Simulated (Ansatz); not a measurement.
The compound is KVF3 (cubic perovskite) (Pm-3m).

The structure was built from a prototype and need not be the compound's stable phase.

```xyz
5
Lattice="0.0000 -3.9565 0.0000 0.0000 0.0000 3.9565 -3.9565 0.0000 0.0000" Properties=species:S:1:pos:R:3 pbc="T T T"
K     0.0000    0.0000    0.0000
V    -1.9782   -1.9782    1.9782
F     0.0000   -1.9782    1.9782
F    -1.9782   -1.9782    0.0000
F    -1.9782    0.0000    1.9782
```

The structure was relaxed with LDA. The structure type comes from a generator and need not be one that this composition takes. The structure was generated from a model, not taken from a measurement. The runs that relaxed it are not among those shown. The program's search for lower electronic states was switched off, so nothing shows that the state found is the lowest. PAW set soft_2, made with PBE.

A constrained-RPA run (Ansatz 0.2.0; non-magnetic LDA; V t2g, bands v2 to c1, 4×4×4 mesh, medium accuracy) builds 3 functions on bands 1.6 eV wide, with 3.0 electrons in the window. The bare on-site interaction is 17.4 eV and the bare J 0.63 eV.

Question: What U and J survive the screening?

On the V t2g shell, U = 6.54 eV (38 % of the bare value), U′ = 5.55 eV, J = 0.47 eV.

The parent state is non-magnetic and the interaction static (zero frequency); U depends on the window and the orbitals, so it belongs to this model alone.

[Paths, hosts, dates, memory and timing lines, banners, echoed tables and standing remarks are left out of the program output.]

[Logs are printed without paths, hosts, clocks, repeated set-up lines and the standing remarks that a program may print on its own settings, such as how far it seeks lower states.]

[Runs of the session that timed out or met a known fault of the program may be left out.]

[Hosts, paths, dates, database ids (printed as entryN), source tags and the programs' standing remarks are cut or masked in the printed files.]
